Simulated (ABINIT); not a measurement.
## SrTiO3 (Tausonite): G0W0 with ABINIT, start to end

Aim: the G0W0 gap of SrTiO3 (Tausonite) on PBEsol, step by step.

Method: PBEsol and many-body steps on it, plane waves, in ABINIT 10.8.3.

**What was measured.**

- Gap 3.77 eV: direct gap (M0 critical point); spectroscopic ellipsometry, second-derivative fit; 300 K; bulk crystal (commercial single crystal) (“Optical probe of ferroelectric order in bulk and thin film perovskite titanates”, 2013, arxiv:1309.1245).

### 1. Set-up

Symmetry: Pm-3m, No. 221, cubic system. The conventional cell has a = 3.905 Å, b = 3.905 Å, c = 3.905 Å, α = 90.00°, β = 90.00°, γ = 90.00°. Nearest to Sr lie 12 O at 2.76 Å. Nearest to Ti lie 6 O at 1.95 Å. Nearest to O lie 2 Ti at 1.95 Å and 4 Sr at 2.76 Å. Farther neighbours and most contacts between anions are not listed.

Structure file:

```cif
data_structure
_symmetry_space_group_name_H-M 'Pm-3m'
_symmetry_Int_Tables_number 221
_cell_length_a 3.9053
_cell_length_b 3.9053
_cell_length_c 3.9053
_cell_angle_alpha 90.000
_cell_angle_beta 90.000
_cell_angle_gamma 90.000
_cell_volume 59.56
loop_
_atom_site_label
_atom_site_type_symbol
_atom_site_symmetry_multiplicity
_atom_site_Wyckoff_symbol
_atom_site_fract_x
_atom_site_fract_y
_atom_site_fract_z
_atom_site_occupancy
Sr1 Sr 1 b 0.50000 0.50000 0.50000 1
Ti1 Ti 1 a 0.00000 0.00000 0.00000 1
O1 O 3 d 0.50000 0.00000 0.00000 1
```

The cell and positions come from the Crystallography Open Database and are kept as given unless a step says otherwise.

### 2. Ground state

This step: ABINIT 10.8.3; DFT, PBEsol, plane waves, norm-conserving pseudopotentials.

The ground-state density comes first.

Input file run.abi:

```
acell 3*1.0 Angstrom
rprim 
  3.905280000000 0.000000000000 0.000000000000
  0.000000000000 3.905280000000 0.000000000000
  0.000000000000 0.000000000000 3.905280000000
ntypat 3
znucl 38 22 8
natom 5
typat 1 2 3 3 3
xred 
  0.500000000000 0.500000000000 0.500000000000
  0.000000000000 0.000000000000 0.000000000000
  0.500000000000 0.000000000000 0.000000000000
  0.000000000000 0.500000000000 0.000000000000
  0.000000000000 0.000000000000 0.500000000000
pp_dirpath "pseudos"
pseudos "Sr.upf, Ti.upf, O.upf"
ecut 38
ngkpt 6 6 6
nshiftk 1
shiftk 0 0 0
kptopt 1
chksymbreak 0
nband 26
occopt 1
tolvrs 1e-10
nstep 60
prtwf 0
optforces 0
optstress 0
indata_prefix "in"
outdata_prefix "out"
tmpdata_prefix "tmp"
```

The run is started by

```bash
$ OMP_NUM_THREADS=1 mpirun -n 4 abinit run.abi > log
```

Numbers of over 12 decimals in the logs are rounded to 6 here.

The log of the run:

```text
.Version 10.8.3 of ABINIT. v10.8.2 released Aug 2026.

 Symmetries : space group Pm -3 m (#221); Bravais cP (primitive cubic)
================================================================================
 Values of the parameters that define the memory need of the present run
     intxc =       0    ionmov =       0      iscf =       7    lmnmax =       6
     lnmax =       6     mgfft =      45  mpssoang =       3    mqgrid =    3001
     natom =       5  nloc_mem =       1    nspden =       1   nspinor =       1
    nsppol =       1      nsym =      48    n1xccc =    2501    ntypat =       3
    occopt =       1   xclevel =       2
-    mband =          26        mffmem =           1         mkmem =           5
       mpw =        4525          nfft =       91125          nkpt =          20
================================================================================
  Rough estimation (10% accuracy) of disk space for files :
================================================================================

--------------------------------------------------------------------------------
------------- Echo of variables that govern the present computation ------------
--------------------------------------------------------------------------------
 -outvars: echo values of preprocessed input variables --------
            acell      1.8897261259E+00  1.8897261259E+00  1.8897261259E+00 Bohr

      chksymbreak           0
             ecut      3.80000000E+01 Hartree
-          fftalg         312

              ixc     -116133
              kpt      0.00000000E+00  0.00000000E+00  0.00000000E+00
                       1.66666667E-01  0.00000000E+00  0.00000000E+00
                       3.33333333E-01  0.00000000E+00  0.00000000E+00
                       5.00000000E-01  0.00000000E+00  0.00000000E+00
                       1.66666667E-01  1.66666667E-01  0.00000000E+00
                       3.33333333E-01  1.66666667E-01  0.00000000E+00
                       5.00000000E-01  1.66666667E-01  0.00000000E+00
                       3.33333333E-01  3.33333333E-01  0.00000000E+00
                       5.00000000E-01  3.33333333E-01  0.00000000E+00
   [... 9 further rows ...]
                       5.00000000E-01  5.00000000E-01  3.33333333E-01
                       5.00000000E-01  5.00000000E-01  5.00000000E-01
         kptrlatt        6    0    0      0    6    0      0    0    6
          kptrlen      4.42794579E+01
P           mkmem           5
            natom           5
            nband          26
            ngfft          45      45      45
             nkpt          20
            nstep          60
             nsym          48
           ntypat           3
              occ      2.000000  2.000000  2.000000  2.000000  2.000000  2.000000
                       2.000000  2.000000  2.000000  2.000000  2.000000  2.000000
                       2.000000  2.000000  2.000000  2.000000  2.000000  2.000000
                       2.000000  2.000000  0.000000  0.000000  0.000000  0.000000
                       0.000000  0.000000
        optforces           0
        optstress           0
            prtwf           0
            rprim      3.9052800000E+00  0.0000000000E+00  0.0000000000E+00
[...]
spgroup         221

           tolvrs      1.00000000E-10

             xred      5.0000000000E-01  5.0000000000E-01  5.0000000000E-01
[...]
znucl       38.00000   22.00000    8.00000

================================================================================

 chkinp: Checking input parameters for consistency.

================================================================================
== DATASET  1 ==================================================================
-   mpi_nproc: 4, omp_nthreads: 1 (-1 if OMP is not activated)

--- !DatasetInfo
iteration_state: {dtset: 1, }
dimensions: {natom: 5, nkpt: 20, mband: 26, nsppol: 1, nspinor: 1, nspden: 1, mpw: 4525, }
cutoff_energies: {ecut:  38.0, pawecutdg:  -1.0, }
electrons: {nelect:   4.00000000E+01, charge:   0.00000000E+00, occopt:   1.00000000E+00, tsmear:   1.00000000E-02, }

 Real(R)+Recip(G) space primitive vectors, cartesian coordinates (Bohr,Bohr^-1):
 R(1)=  7.3799096  0.0000000  0.0000000  G(1)=  0.1355030  0.0000000  0.0000000
 R(2)=  0.0000000  7.3799096  0.0000000  G(2)=  0.0000000  0.1355030  0.0000000
 R(3)=  0.0000000  0.0000000  7.3799096  G(3)=  0.0000000  0.0000000  0.1355030
 Unit cell volume ucvol=  4.0193251E+02 bohr^3
 Angles (23,13,12)=  9.00000000E+01  9.00000000E+01  9.00000000E+01 degrees

 getcut: wavevector=  0.0000  0.0000  0.0000  ngfft=  45  45  45
         ecut(hartree)=     38.000   => boxcut(ratio)=   2.14855

--- Pseudopotential description ------------------------------------------------
- Sr Generated using ONCVPSP code by D. R. Hamann
- 38.00000  10.00000  180301                  znucl, zion, pspdat
12 -116133 2 -1 1834                          pspcod,pspxc,lmax,lloc,mmax
     nproj     2     2     2
  pspatm : epsatm=   12.46451298
         --- l  ekb(1:nproj) -->
[...]
pspatm: atomic psp has been read  and splines computed

- Ti Generated using ONCVPSP code by D. R. Hamann
- 22.00000  12.00000  180301                  znucl, zion, pspdat
12 -116133 2 -1 1586                          pspcod,pspxc,lmax,lloc,mmax
     nproj     2     2     2
  pspatm : epsatm=   14.76920182
         --- l  ekb(1:nproj) -->
[...]
pspatm: atomic psp has been read  and splines computed

- O Generated using ONCVPSP code by D. R. Hamann
-  8.00000   6.00000  180301                  znucl, zion, pspdat
12 -116133 2 -1 936                           pspcod,pspxc,lmax,lloc,mmax
     nproj     2     2     1
  pspatm : epsatm=    6.22910120
         --- l  ekb(1:nproj) -->
[...]
2   -1.335834
 pspatm: atomic psp has been read  and splines computed

   1.83684074E+03                                ecore*ucvol(ha*bohr**3)
--------------------------------------------------------------------------------

_setup2: Arith. and geom. avg. npw (full set) are    4500.495    4500.470

================================================================================

--- !BeginCycle
iteration_state: {dtset: 1, }
solver: {iscf: 7, nstep: 60, nline: 4, wfoptalg: 0, }
tolerances: {tolvrs: 1.00E-10, }

     iter   Etot(hartree)      deltaE(h)  residm     vres2
 ETOT  1  -142.74186392767    -1.427E+02 1.172E-01 1.791E+03
 ETOT  2  -134.78386192538     7.958E+00 1.122E-01 3.078E+04
 ETOT  3  -143.24330422629    -8.459E+00 3.033E-02 4.027E+02
 ETOT  4  -143.25850462687    -1.520E-02 1.220E-02 2.524E+02
 ETOT  5  -143.29626979462    -3.777E-02 3.497E-03 7.019E+01
 ETOT  6  -143.30684883278    -1.058E-02 2.581E-03 1.782E+01
 ETOT  7  -143.31027295596    -3.424E-03 3.801E-03 7.436E-01
 ETOT  8  -143.31042491889    -1.520E-04 1.056E-03 1.740E-02
 ETOT  9  -143.31042867677    -3.758E-06 2.997E-03 5.935E-04
 ETOT 10  -143.31042878342    -1.067E-07 1.093E-03 7.160E-06
 ETOT 11  -143.31042878532    -1.901E-09 2.012E-03 3.271E-06
 ETOT 12  -143.31042878597    -6.462E-10 9.387E-04 3.405E-08
 ETOT 13  -143.31042878598    -9.322E-12 9.858E-04 3.389E-10
 ETOT 14  -143.31042878599    -1.302E-11 6.107E-04 5.180E-12

 At SCF step   14       vres2   =  5.18E-12 < tolvrs=  1.00E-10 =>converged.

--- !ResultsGS
iteration_state: {dtset: 1, }
comment   : Summary of ground state results
lattice_vectors:
- [  7.3799096,   0.0000000,   0.0000000, ]
- [  0.0000000,   7.3799096,   0.0000000, ]
- [  0.0000000,   0.0000000,   7.3799096, ]
lattice_lengths: [   7.37991,    7.37991,    7.37991, ]
lattice_angles: [ 90.000,  90.000,  90.000, ] # degrees, (23, 13, 12)
lattice_volume:   4.0193251E+02
convergence: {deltae: -1.302E-11, res2:  5.180E-12, residm:  6.107E-04, diffor:  0.000E+00, }
etotal    :  -1.43310429E+02
entropy   :   0.00000000E+00
fermie    :   2.49887453E-01
cartesian_stress_tensor: null
pressure_GPa: null
xred      :
- [  5.0000E-01,   5.0000E-01,   5.0000E-01, Sr]
- [  0.0000E+00,   0.0000E+00,   0.0000E+00, Ti]
- [  5.0000E-01,   0.0000E+00,   0.0000E+00,  O]
- [  0.0000E+00,   5.0000E-01,   0.0000E+00,  O]
- [  0.0000E+00,   0.0000E+00,   5.0000E-01,  O]
cartesian_forces: null
force_length_stats: {min: null, max: null, mean: null, }

 Integrated electronic density in atomic spheres:
 ------------------------------------------------
 Atom  Sphere_radius  Integrated_density
[...]
================================================================================

 ----iterations are completed or convergence reached----

 Mean square residual over all n,k,spin=   68.125E-07; max=  61.069E-05
 reduced coordinates (array xred) for    5 atoms
       0.500000000000      0.500000000000      0.500000000000
       0.000000000000      0.000000000000      0.000000000000
       0.500000000000      0.000000000000      0.000000000000
       0.000000000000      0.500000000000      0.000000000000
       0.000000000000      0.000000000000      0.500000000000
 rms dE/dt=  0.0000E+00; max dE/dt=  0.0000E+00; dE/dt below (all hartree)
    1       0.000000000000      0.000000000000      0.000000000000
    2       0.000000000000      0.000000000000      0.000000000000
    3       0.000000000000      0.000000000000      0.000000000000
    4       0.000000000000      0.000000000000      0.000000000000
    5       0.000000000000      0.000000000000      0.000000000000

 cartesian coordinates (angstrom) at end:
    1      1.952640     1.952640     1.952640
    2      0.000000     0.000000     0.000000
    3      1.952640     0.000000     0.000000
    4      0.000000     1.952640     0.000000
    5      0.000000     0.000000     1.952640
 length scales=  1.889726125908  1.889726125908  1.889726125908 bohr
              =  1.000000000000  1.000000000000  1.000000000000 angstroms
 prteigrs : about to open file out_EIG
 Fermi (or HOMO) energy (hartree) =   0.24989   Average Vxc (hartree)=  -0.43080
 Eigenvalues (hartree) for nkpt=  20  k points:
 kpt#   1, nband= 26, wtk=  0.00463, kpt=  0.0000  0.0000  0.0000 (reduced coord)
  -1.81316   -0.94762   -0.94549   -0.94549   -0.94549   -0.38581   -0.34888   -0.34888
  -0.28677   -0.28677   -0.28677    0.14533    0.14533    0.14533    0.20639    0.20639
   0.20639    0.23673    0.23673    0.23673    0.31801    0.31801    0.31801    0.41229
   0.41229    0.44578
 prteigrs : prtvol=0 or 1, do not print more k-points.

--- !EnergyTerms
iteration_state     : {dtset: 1, }
comment             : Components of total free energy in Hartree
kinetic             :  6.52024606923781E+01
hartree             :  3.00070718836653E+01
xc                  : -2.94181696883819E+01
Ewald energy        : -1.06245779347251E+02
psp_core            :  4.57002281666717E+00
local_psp           : -1.05608549520870E+02
non_local_psp       : -1.81748562219917E+00
total_energy        : -1.43310428785992E+02
total_energy_eV     : -3.89967543077278E+03
band_energy         : -1.21300918736078E+01

== END DATASET(S) ==============================================================
================================================================================

 -outvars: echo values of variables after computation  --------
           etotal     -1.4331042879E+02
            nband          26
             nkpt          20
          spgroup         221
 [... the other variables as echoed above ...]

 Calculation completed.
```

The job ended after 38 s (4 MPI ranks of Arm Neoverse V1, shared host; peak memory 0.34 GiB; 2.6 min of CPU time).

Numbers from this step:

```
total energy               : -3899.6754 eV
gap                        : 1.854 eV
k of the valence top       : 0.5, 0.5, 0.5
k of the conduction bottom : 0, 0, 0
least direct gap           : 2.212 eV
```

The gap is indirect, with the least direct gap 0.36 eV higher.

(Continued in part 2 of 3.)

[Paths, hosts, dates, memory and timing lines, banners, echoed tables and standing remarks are left out of the program output.]

[Logs are printed without paths, hosts, clocks, repeated set-up lines and the standing remarks that a program may print on its own settings, such as how far it seeks lower states.]

[Runs of the session that timed out or met a known fault of the program may be left out.]

[Hosts, paths, dates, database ids (printed as entryN), source tags and the programs' standing remarks are cut or masked in the printed files.]

[G0W0 gaps are taken among the corrected bands and points alone; a level outside them can change the order at an edge.]

[Where Ansatz stands beside ABINIT at settings called matched, ABINIT's density can come from a denser mesh and the files from another edition; pairs whose starting gaps differed by over 0.03 eV were left out, so agreement reads better than it is.]
